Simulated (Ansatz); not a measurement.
# CdCu2GeSe4 (I-42m): the r2SCAN gap against the k mesh of the density

How far can the k mesh of the density be lowered for the gap of CdCu2GeSe4 (I-42m)?

Calculated with Ansatz 0.2.0; DFT, r2SCAN, plane waves, PAW; PAW set soft_1.

### 1. Set-up

It takes space group I-42m (No. 121, tetragonal). Conventional cell: a = 5.748 Å, b = 5.748 Å, c = 11.053 Å, α = 90.00°, β = 90.00°, γ = 90.00°. Nearest to Cd lie 4 Se at 2.65 Å. Nearest to Cu lie 4 Se at 2.41 Å. Nearest to Ge lie 4 Se at 2.38 Å. Nearest to Se lie 1 Ge at 2.38 Å and 2 Cu at 2.41 Å and 1 Cd at 2.65 Å. Farther neighbours and most contacts between anions are not listed.

The cell and positions come from the Crystallography Open Database and are kept as given unless a step says otherwise.

### 2. k mesh of the density: 2×2×2

File input.yaml:

```yaml
crystal:
  lattice:
    - [-2.8741, 2.8741, 5.52665]
    - [2.8741, -2.8741, 5.52665]
    - [2.8741, 2.8741, -5.52665]
  atoms:
    - { symbol: Cd, position: [0.0, 0.0, 0.0] }
    - { symbol: Cu, position: [0.25, 0.75, 0.5] }
    - { symbol: Cu, position: [0.75, 0.25, 0.5] }
    - { symbol: Ge, position: [0.5, 0.5, 0.0] }
    - { symbol: Se, position: [0.4042, 0.4042, 0.541] }
    - { symbol: Se, position: [0.5958, 0.1368, 0.0] }
    - { symbol: Se, position: [0.8632, 0.8632, 0.459] }
    - { symbol: Se, position: [0.1368, 0.5958, 0.0] }
kpoints:
  mp_grid: { grid: [2, 2, 2] }
  band_path:
    path:
      - [0.0, 0.0, 0.0]
      - [0.0, 0.0, 0.5]
      - [0.25, 0.25, 0.25]
      - [0.0, 0.5, 0.0]
      - [0.5, 0.5, -0.5]
      - [0.31761139, 0.68238861, -0.31761139]
      - [-0.31761139, 0.31761139, 0.31761139]
      - [-0.13522277, 0.13522277, 0.5]
    npoints: 1
hamiltonian:
  xc: r2scan
  pseudopotentials: { kind: paw, azcp: { folder: soft_1 } }
scf:
  occupations: { method: fixed }
  n_extra_bands: 6
output:
  eigenvalues: true
  forces: true
  stress: true
```

On the command line:

```sh
ansatz run input.yaml --threads 24 --pin off --max-ram 82944MiB --backend cuda --events-out ev --progress --plain --runs-dir out --devices 1 --max-vram 78GiB
```

Numbers of over 12 decimals in the logs are rounded to 6 here.

What it wrote:

```text
scf.n_extra_bands = 6 over 68 filled bands (N_el = 136.0): the run solves 74 bands
GPUs: using 1 of 1 available (devices: 1).
Engine: ansatz 0.2.0, aarch64-unknown-linux-gnu
Pseudopotentials: kind: paw
Pseudopotential: Cd, paw, valence charge 20, recommended cutoff 500 eV (meta_gga), soft_1/Cd.paw.azcp
Pseudopotential: Cu, paw, valence charge 19, recommended cutoff 500 eV (meta_gga), soft_1/Cu.paw.azcp
Pseudopotential: Ge, paw, valence charge 14, recommended cutoff 500 eV (meta_gga), soft_1/Ge.paw.azcp
Pseudopotential: Se, paw, valence charge 16, recommended cutoff 500 eV (meta_gga), soft_1/Se.paw.azcp
Functional definition: r2SCAN
  parameter k0 = 0.174
  parameter k1 = 0.065
  parameter a1 = 4.9479
  exchange = r2scan_x(k0 = k0, k1 = k1, a1 = a1)
  correlation = r2scan_c
device memory: the entry about to start is reckoned to put 5.9 GiB on a device that reports 177.6 GiB free (of which the cap on the GPU budget leaves the run 78.0 GiB)
GPU FFT provider: cuFFT
GPU libraries: cuBLAS 13.8.1, cuFFT 12.4.0, cuSOLVER 12.3.2
GPU matrix products: emulated (plane waves: as basis.precision tells), large ones in fixed point in workspaces of 1.00 GiB
Crystal: 8 atoms, lattice volume = 182.610 Å³
Basis set: ecut = 500 eV, 4661 PW (Γ), exchange–correlation on 216×216×216 points (64 copies of the dense FFT grid, shifted against one another)
Bands: 74, of which v1, the nominal top of the filled ones, is band 68 counted from 1 (67 counted from 0)
Symmetry: 8 space group operations
Space group: I-42m (ITA 121), of the structure as read, at distance tolerance 5.7e-5 Å
k-points: 4 of 8
Non-local potential: Cd, projectors of the file, l = 0: 3, l = 1: 2, l = 2: 2, l = 3: 1
Non-local potential: Cu, projectors of the file, l = 0: 3, l = 1: 2, l = 2: 3, l = 3: 1
Non-local potential: Ge, projectors of the file, l = 0: 2, l = 1: 2, l = 2: 3, l = 3: 1
Non-local potential: Se, projectors of the file, l = 0: 2, l = 1: 2, l = 2: 3, l = 3: 1
PAW form: soft (Blöchl's): semilocal exchange-correlation on the pseudo side does not see the compensation charge
PAW frozen core: Cd, regenerated for the run's functional (the file was generated under x = pbe(κ = 0.804, μ = 0.219515), c = pbe(β = 0.066725))
PAW frozen core: Cu, regenerated for the run's functional (the file was generated under x = pbe(κ = 0.804, μ = 0.219515), c = pbe(β = 0.066725))
PAW frozen core: Ge, regenerated for the run's functional (the file was generated under x = pbe(κ = 0.804, μ = 0.219515), c = pbe(β = 0.066725))
PAW frozen core: Se, regenerated for the run's functional (the file was generated under x = pbe(κ = 0.804, μ = 0.219515), c = pbe(β = 0.066725))
PAW one-centre angular grid: Cd, 590 points (default); XC on 160 Gauss nodes
PAW one-centre angular grid: Cu, 590 points (default); XC on 160 Gauss nodes
PAW one-centre angular grid: Ge, 590 points (default); XC on 160 Gauss nodes
PAW one-centre angular grid: Se, 590 points (default); XC on 160 Gauss nodes
Initial density: superposition of atomic densities (chi_scale 0.1, normalization cell, long waves kept (reshape's long-wave potential 0.02 eV rms))
Initial wavefunctions: pseudopotential atomic-orbital guess
GPU buffer pool allocated for 157464 grid points (all kernels)
GPU transforms: local potential: pruned to the plane-wave sphere, on 50×50×54; band sums: pruned to the plane-wave sphere, on 54×54×54
Functional: x = r2scan, c = r2scan; τ floored in thin density (d = 2e-4 eV/Å³)
SCF iter   1: F=—  HF=-47750.698801 eV  |F-HF|=—  |Δ(HF+E_count)|=         —  Δρ=6.15e-2  dr2=6.21e0  dr2_τ=1.37e-2  ethr=3.10e-3  ⟨swp⟩=5.0  Hψ=897  notcnv=0  defer=13
preconditioner: auto → Resta (q_TF=auto, 2.598 Å⁻¹)  ε∞=6.2  [insulator: Δε(μ)=0.503 eV  Ē_g=9.499 eV  n_scr=60 (ndim 8)  ℏωp=21.6 eV  f_vac=0.093  ε∞_Penn≈6.2]
SCF iter   2: F=—  HF=-47749.599685 eV  |F-HF|=—  |Δ(HF+E_count)|=    1.10e0  Δρ=4.43e-2  dr2=2.17e0  dr2_τ=4.22e-2  ethr=3.10e-3  ⟨swp⟩=2.8  Hψ=588  notcnv=0  defer=11
SCF iter   3: F=—  HF=-47749.523564 eV  |F-HF|=—  |Δ(HF+E_count)|=   7.61e-2  Δρ=2.78e-2  dr2=1.22e0  dr2_τ=1.96e-2  ethr=1.60e-3  ⟨swp⟩=2.0  Hψ=649  notcnv=0  defer=11
SCF iter   4: F=—  HF=-47749.303120 eV  |F-HF|=—  |Δ(HF+E_count)|=   2.20e-1  Δρ=7.90e-3  dr2=1.08e-1  dr2_τ=8.88e-4  ethr=8.98e-4  ⟨swp⟩=2.0  Hψ=418  notcnv=0  defer=11
SCF iter   5: F=—  HF=-47749.320546 eV  |F-HF|=—  |Δ(HF+E_count)|=   1.74e-2  Δρ=4.01e-3  dr2=2.17e-2  dr2_τ=4.87e-4  ethr=7.91e-5  ⟨swp⟩=2.2  Hψ=425  notcnv=0  defer=15
SCF iter   6: F=—  HF=-47749.318426 eV  |F-HF|=—  |Δ(HF+E_count)|=   2.12e-3  Δρ=6.70e-4  dr2=8.43e-4  dr2_τ=4.75e-5  ethr=1.59e-5  ⟨swp⟩=2.8  Hψ=568  notcnv=0  defer=15
SCF iter   7: F=—  HF=-47749.318536 eV  |F-HF|=—  |Δ(HF+E_count)|=   1.10e-4  Δρ=5.31e-4  dr2=5.06e-4  dr2_τ=8.51e-6  ethr=6.20e-7  ⟨swp⟩=2.0  Hψ=539  notcnv=0  defer=14
SCF iter   8: F=—  HF=-47749.319110 eV  |F-HF|=—  |Δ(HF+E_count)|=   5.74e-4  Δρ=1.73e-4  dr2=4.95e-5  dr2_τ=3.89e-6  ethr=3.72e-7  ⟨swp⟩=2.0  Hψ=442  notcnv=0  defer=14
SCF iter   9: F=—  HF=-47749.319407 eV  |F-HF|=—  |Δ(HF+E_count)|=   2.97e-4  Δρ=7.08e-5  dr2=5.04e-6  dr2_τ=5.65e-7  ethr=3.64e-8  ⟨swp⟩=2.0  Hψ=513  notcnv=0  defer=8
SCF iter  10: F=—  HF=-47749.319414 eV  |F-HF|=—  |Δ(HF+E_count)|=   6.99e-6  Δρ=2.09e-5  dr2=8.21e-7  dr2_τ=2.71e-8  ethr=3.71e-9  ⟨swp⟩=2.0  Hψ=561  notcnv=0  defer=8
SCF iter  11: F=—  HF=-47749.319414 eV  |F-HF|=—  |Δ(HF+E_count)|=   3.78e-8  Δρ=1.07e-5  dr2=2.09e-7  dr2_τ=2.59e-9  ethr=6.03e-10  ⟨swp⟩=2.0  Hψ=513  notcnv=0  defer=8
SCF iter  12: F=-47749.319414 eV  HF=-47749.319414 eV  |F-HF|=2.92e-8  |Δ(HF+E_count)|=   5.65e-8  Δρ=3.58e-6  dr2=2.55e-8  dr2_τ=1.31e-9  ethr=7.35e-11  ⟨swp⟩=9.8  Hψ=1455  notcnv=0
SCF 1 converged in 12 iterations: F = -47749.319414 eV  dr2 = 2.55e-8
[...]
device memory: the entry about to start is reckoned to put 6.3 GiB on a device that reports 177.7 GiB free (of which the cap on the GPU budget leaves the run 78.0 GiB)
NSCF: frozen V_eff on 8 k-points
SCF converged after 12 iterations
Free energy (F): -47749.319414 eV
Harris-Foulkes:  -47749.319414 eV  (|F-HF|=2.92e-8)
Internal energy: -47749.319414 eV  (E = F + TS)
E sigma→0 (E₀):  -47749.319414 eV
Fermi energy:    8.620651 eV
--- Per-component energies (eV) ---
  E_band       = -3305.703474
  E_kinetic    = 1496.463720
  E_local      = -28556.442394  (includes V_loc(G=0)·N_el)
  E_nonlocal   = 740.926685
  E_hartree    = 13549.323571
  E_xc         = -660.819347
  E_vxc        = -852.712224  (∫ρ·V_xc dr)
  E_paw        = -18393.777243  (= ΣΔE_a)
  E_vpaw       = -3281.684797  (= ΣTr[D̂ρ^β])
  E_aug_tail   = 0.000799  (compensation charges beyond the density's cutoff)
  E_vtau       = 49.078601  (kinetic-family band-sum trace: ∫τ·v_τ [+ j·A + Jᵃ·Aᵃ] dr)
  E_ewald      = -15915.683427
  E_core_change = -9.311779  (= ΣΔE_core)
  E_smearing   = -0.000000  (= −TS)
  E_closure    = -0.000000  (closes the sum)
  Σ components = -47749.319414   (vs F -47749.319414, Δ=0.00e0)
--- Forces (eV/Å), atoms counted from 1 ---
  atom   1  Cd     0.00000000     0.00000000     0.00000000
  atom   2  Cu     0.00000000     0.00000000     0.00000000
  atom   3  Cu     0.00000000     0.00000000    -0.00000000
  atom   4  Ge     0.00000000     0.00000000    -0.00000000
  atom   5  Se    -0.06985171    -0.06985171     0.08814841
  atom   6  Se    -0.06985171     0.06985171    -0.08814841
  atom   7  Se     0.06985171     0.06985171     0.08814841
  atom   8  Se     0.06985171    -0.06985171    -0.08814841
  max |Σ_I F_I| component: 2.78e-17 eV/Å
--- Stress (GPa, compression-positive) ---
        0.926766      -0.000000       0.000000
       -0.000000       0.926766      -0.000000
        0.000000       0.000000       0.766055
  P = ⅓ Tr σ = 0.8732 GPa (8.732 kbar)
--- Band table (eV) ---
  k-point 0: bands = [... 64 lower, 7.0290, 8.6101, 8.6207, 8.6207, 8.8589, 10.6297, 11.7787, 11.9495, ... 2 higher]
  k-point 1: bands = [... 64 lower, 7.4644, 8.0653, 8.2580, 8.2975, 9.3384, 10.8845, 11.2881, 12.7703, ... 2 higher]
  k-point 2: bands = [... 64 lower, 7.3541, 7.6175, 7.8151, 7.8785, 10.4100, 11.7996, 11.9651, 12.3504, ... 2 higher]
  k-point 3: bands = [... 64 lower, 7.3061, 7.3836, 7.9125, 7.9125, 10.2527, 10.9406, 10.9406, 11.2134, ... 2 higher]
```

Wall time 1.8 s (1 × NVIDIA GB200 (shared by 2 runs) with 24 threads of Arm Neoverse V2, shared host); peak memory 1.5 GiB; 5.4 s of CPU time.

The column dr2 measures how far the density is from self-consistency, as an energy; F and HF (Harris–Foulkes) agree once it is small.

This step gave:

```yaml
pressure: 0.8732 GPa
gap: 0.2382 eV
valence_top_at: Γ
conduction_bottom_at: Γ
least_direct_gap: 0.2382 eV
```

The gap is direct, at Γ.

### 3. k mesh of the density: 4×4×4

input.yaml: that of step 2 with these lines changed.

```diff
@@ -15,3 +15,3 @@
 kpoints:
-  mp_grid: { grid: [2, 2, 2] }
+  mp_grid: { grid: [4, 4, 4] }
   band_path:
```

What it wrote:

```text
[...]
GPUs: using 1 of 1 available (devices: 1).
[...]
GPU FFT provider: cuFFT
GPU libraries: cuBLAS 13.8.1, cuFFT 12.4.0, cuSOLVER 12.3.2
[...]
Crystal: 8 atoms, lattice volume = 182.610 Å³
Basis set: ecut = 500 eV, 4661 PW (Γ), exchange–correlation on 216×216×216 points (64 copies of the dense FFT grid, shifted against one another)
[...]
k-point 0: bands = [... 64 lower, 7.0093, 8.5901, 8.6074, 8.6074, 8.8507, 10.6283, 11.7716, 11.9422, ... 2 higher]
  k-point 1: bands = [... 64 lower, 7.3430, 7.6709, 7.7989, 8.4220, 9.9809, 11.2494, 11.8542, 12.1324, ... 2 higher]
  k-point 2: bands = [... 64 lower, 7.4478, 8.0526, 8.2444, 8.2793, 9.3316, 10.8806, 11.2801, 12.7661, ... 2 higher]
  k-point 12: bands = [... 64 lower, 7.2843, 7.3647, 7.9013, 7.9013, 10.2420, 10.9365, 10.9365, 11.2125, ... 2 higher]
[key lines of the parts left out:]
SCF converged after 12 iterations
Free energy (F): -47749.540694 eV
Fermi energy:    8.607381 eV
P = ⅓ Tr σ = 0.8562 GPa (8.562 kbar)
```

The job ended after 1.9 s (1 × NVIDIA GB200 (shared by 2 runs) with 24 threads; peak memory 1.4 GiB; 7.7 s of CPU time).

Numbers from this step:

```yaml
pressure: 0.8562 GPa
gap: 0.2433 eV
valence_top_at: Γ
conduction_bottom_at: Γ
least_direct_gap: 0.2433 eV
```

The gap is 0.243 eV, +0.005 eV from the run before at this level.

### 4. k mesh of the density: 6×6×6 (the default)

input.yaml, the sections that differ from step 3:

```yaml
kpoints:
  mp_grid: { grid: [6, 6, 6] }
  band_path:
    path:
      - [[0.0, 0.0, 0.0], [0.0, 0.0, 0.5], [0.25, 0.25, 0.25], [0.0, 0.5, 0.0], [0.0, 0.0, 0.0], [0.5, 0.5, -0.5], [0.31761139, 0.68238861, -0.31761139]]
      - [[-0.31761139, 0.31761139, 0.31761139], [0.0, 0.0, 0.0]]
      - [[0.0, 0.0, 0.5], [-0.13522277, 0.13522277, 0.5]]
      - [[0.5, 0.5, -0.13522277], [0.5, 0.5, -0.5]]
    npoints: 10
scf:
  occupations: { method: fermi_dirac, width: 0.02 }
  n_extra_bands: 6
# crystal, hamiltonian, output: as in step 3
```

What it wrote:

```text
[...]
GPUs: using 1 of 1 available (devices: 1).
[...]
GPU FFT provider: cuFFT
GPU libraries: cuBLAS 13.8.1, cuFFT 12.4.0, cuSOLVER 12.3.2
[...]
Crystal: 8 atoms, lattice volume = 182.610 Å³
Basis set: ecut = 500 eV, 4661 PW (Γ), exchange–correlation on 216×216×216 points (64 copies of the dense FFT grid, shifted against one another)
[...]
k-point 0: bands = [... 64 lower, 7.0057, 8.5876, 8.6051, 8.6051, 8.8501, 10.6282, 11.7715, 11.9415, ... 2 higher]
  k-point 1: bands = [... 64 lower, 7.3371, 7.6797, 8.1728, 8.5233, 9.7781, 11.1761, 11.5465, 12.2868, ... 2 higher]
  k-point 2: bands = [... 64 lower, 7.5093, 7.6108, 7.9782, 8.2869, 9.9029, 11.0807, 11.8581, 12.3271, ... 2 higher]
  k-point 29: bands = [... 64 lower, 7.2806, 7.3614, 7.8987, 7.8987, 10.2408, 10.9360, 10.9360, 11.2128, ... 2 higher]
[key lines of the parts left out:]
SCF converged after 12 iterations
Free energy (F): -47749.548202 eV
Fermi energy:    8.736812 eV
P = ⅓ Tr σ = 0.8737 GPa (8.737 kbar)
```

The job ended after 2.8 s (1 × NVIDIA GB200 (shared by 2 runs) with 24 threads; peak memory 1.4 GiB).

This step gave:

| Item | Value |
| --- | --- |
| pressure | 0.8737 GPa |
| gap | 0.2451 eV |
| valence top at | Γ |
| conduction bottom at | Γ |
| least direct gap | 0.2451 eV |

The gap is 0.245 eV, +0.002 eV from the run before at this level.

### 5. k mesh of the density: 8×8×8

input.yaml, the sections that differ from step 4:

```yaml
kpoints:
  mp_grid: { grid: [8, 8, 8] }
  band_path:
    path:
      - [0.0, 0.0, 0.0]
      - [0.0, 0.0, 0.5]
      - [0.25, 0.25, 0.25]
      - [0.0, 0.5, 0.0]
      - [0.5, 0.5, -0.5]
      - [0.31761139, 0.68238861, -0.31761139]
      - [-0.31761139, 0.31761139, 0.31761139]
      - [-0.13522277, 0.13522277, 0.5]
    npoints: 1
scf:
  occupations: { method: fixed }
  n_extra_bands: 6
# crystal, hamiltonian, output: as in step 4
```

What it wrote:

```text
[...]
GPUs: using 1 of 1 available (devices: 1).
[...]
GPU FFT provider: cuFFT
GPU libraries: cuBLAS 13.8.1, cuFFT 12.4.0, cuSOLVER 12.3.2
[...]
Crystal: 8 atoms, lattice volume = 182.610 Å³
Basis set: ecut = 500 eV, 4661 PW (Γ), exchange–correlation on 216×216×216 points (64 copies of the dense FFT grid, shifted against one another)
[...]
k-point 0: bands = [... 64 lower, 7.0049, 8.5871, 8.6046, 8.6046, 8.8500, 10.6282, 11.7715, 11.9414, ... 2 higher]
  k-point 1: bands = [... 64 lower, 7.1957, 7.9033, 8.3414, 8.5590, 9.5759, 10.9819, 11.5856, 12.3248, ... 2 higher]
  k-point 2: bands = [... 64 lower, 7.3391, 7.6674, 7.7955, 8.4191, 9.9803, 11.2492, 11.8538, 12.1317, ... 2 higher]
  k-point 58: bands = [... 64 lower, 7.2797, 7.3607, 7.8982, 7.8982, 10.2406, 10.9359, 10.9359, 11.2129, ... 2 higher]
[key lines of the parts left out:]
SCF converged after 12 iterations
Free energy (F): -47749.549120 eV
Fermi energy:    8.604571 eV
P = ⅓ Tr σ = 0.8778 GPa (8.778 kbar)
```

It took 2.9 s on 1 × NVIDIA GB200 (shared by 2 runs) with 24 threads; peak memory 1.3 GiB.

Numbers from this step:

* pressure: 0.8778 GPa
* gap: 0.2455 eV
* valence top at: Γ
* conduction bottom at: Γ
* least direct gap: 0.2455 eV

The gap is 0.245 eV, as in the run before at this level.

### 6. The series

Differences are against the last row; a negative gap means that bands overlap, and a run with a band path holds that path's time. Times are wall times on 1 × NVIDIA GB200 (shared by 2 runs) with 24 threads of Arm Neoverse V2, shared host, good to a factor of about two.

```
k mesh of the density  gap (eV)  direct gap (eV)  gap error (eV)  energy error (meV/atom)  irreducible k   time
                2×2×2     0.238            0.238          −0.007                    +28.7              4  1.8 s
                4×4×4     0.243            0.243          −0.002                     +1.1             13  1.9 s
                6×6×6     0.245            0.245         −0.0004                     +0.1             30  2.8 s
                8×8×8     0.245            0.245          +0.000                     +0.0             59  2.9 s
```

### 7. Summary of results

- 2×2×2: 0.238 eV
- 4×4×4: 0.243 eV
- 6×6×6: 0.245 eV
- 8×8×8: 0.245 eV

In words: The gap holds to 0.02 eV from 2×2×2 on, the cheapest setting tried. At 2×2×2 the gap is off by −0.007 eV and the energy by +29 meV/atom. The gap is read over the mesh and added points near the edges, so meshes differ mainly through the density and, for a hybrid, the exchange operator. The runs have no spin polarisation. For a closed low-spin shell that is the natural state; where a d or f shell is open it is a constraint, and the gap is then not the crystal's own.

[Paths, hosts, dates, memory and timing lines, banners, echoed tables and standing remarks are left out of the program output.]

[Logs are printed without paths, hosts, clocks, repeated set-up lines and the standing remarks that a program may print on its own settings, such as how far it seeks lower states.]

[Runs of the session that timed out or met a known fault of the program may be left out.]

[Cells called generated may have been cut or substituted from an entry of the Crystallography Open Database or the Materials Project.]

[Hosts, paths, dates, database ids (printed as entryN), source tags and the programs' standing remarks are cut or masked in the printed files.]
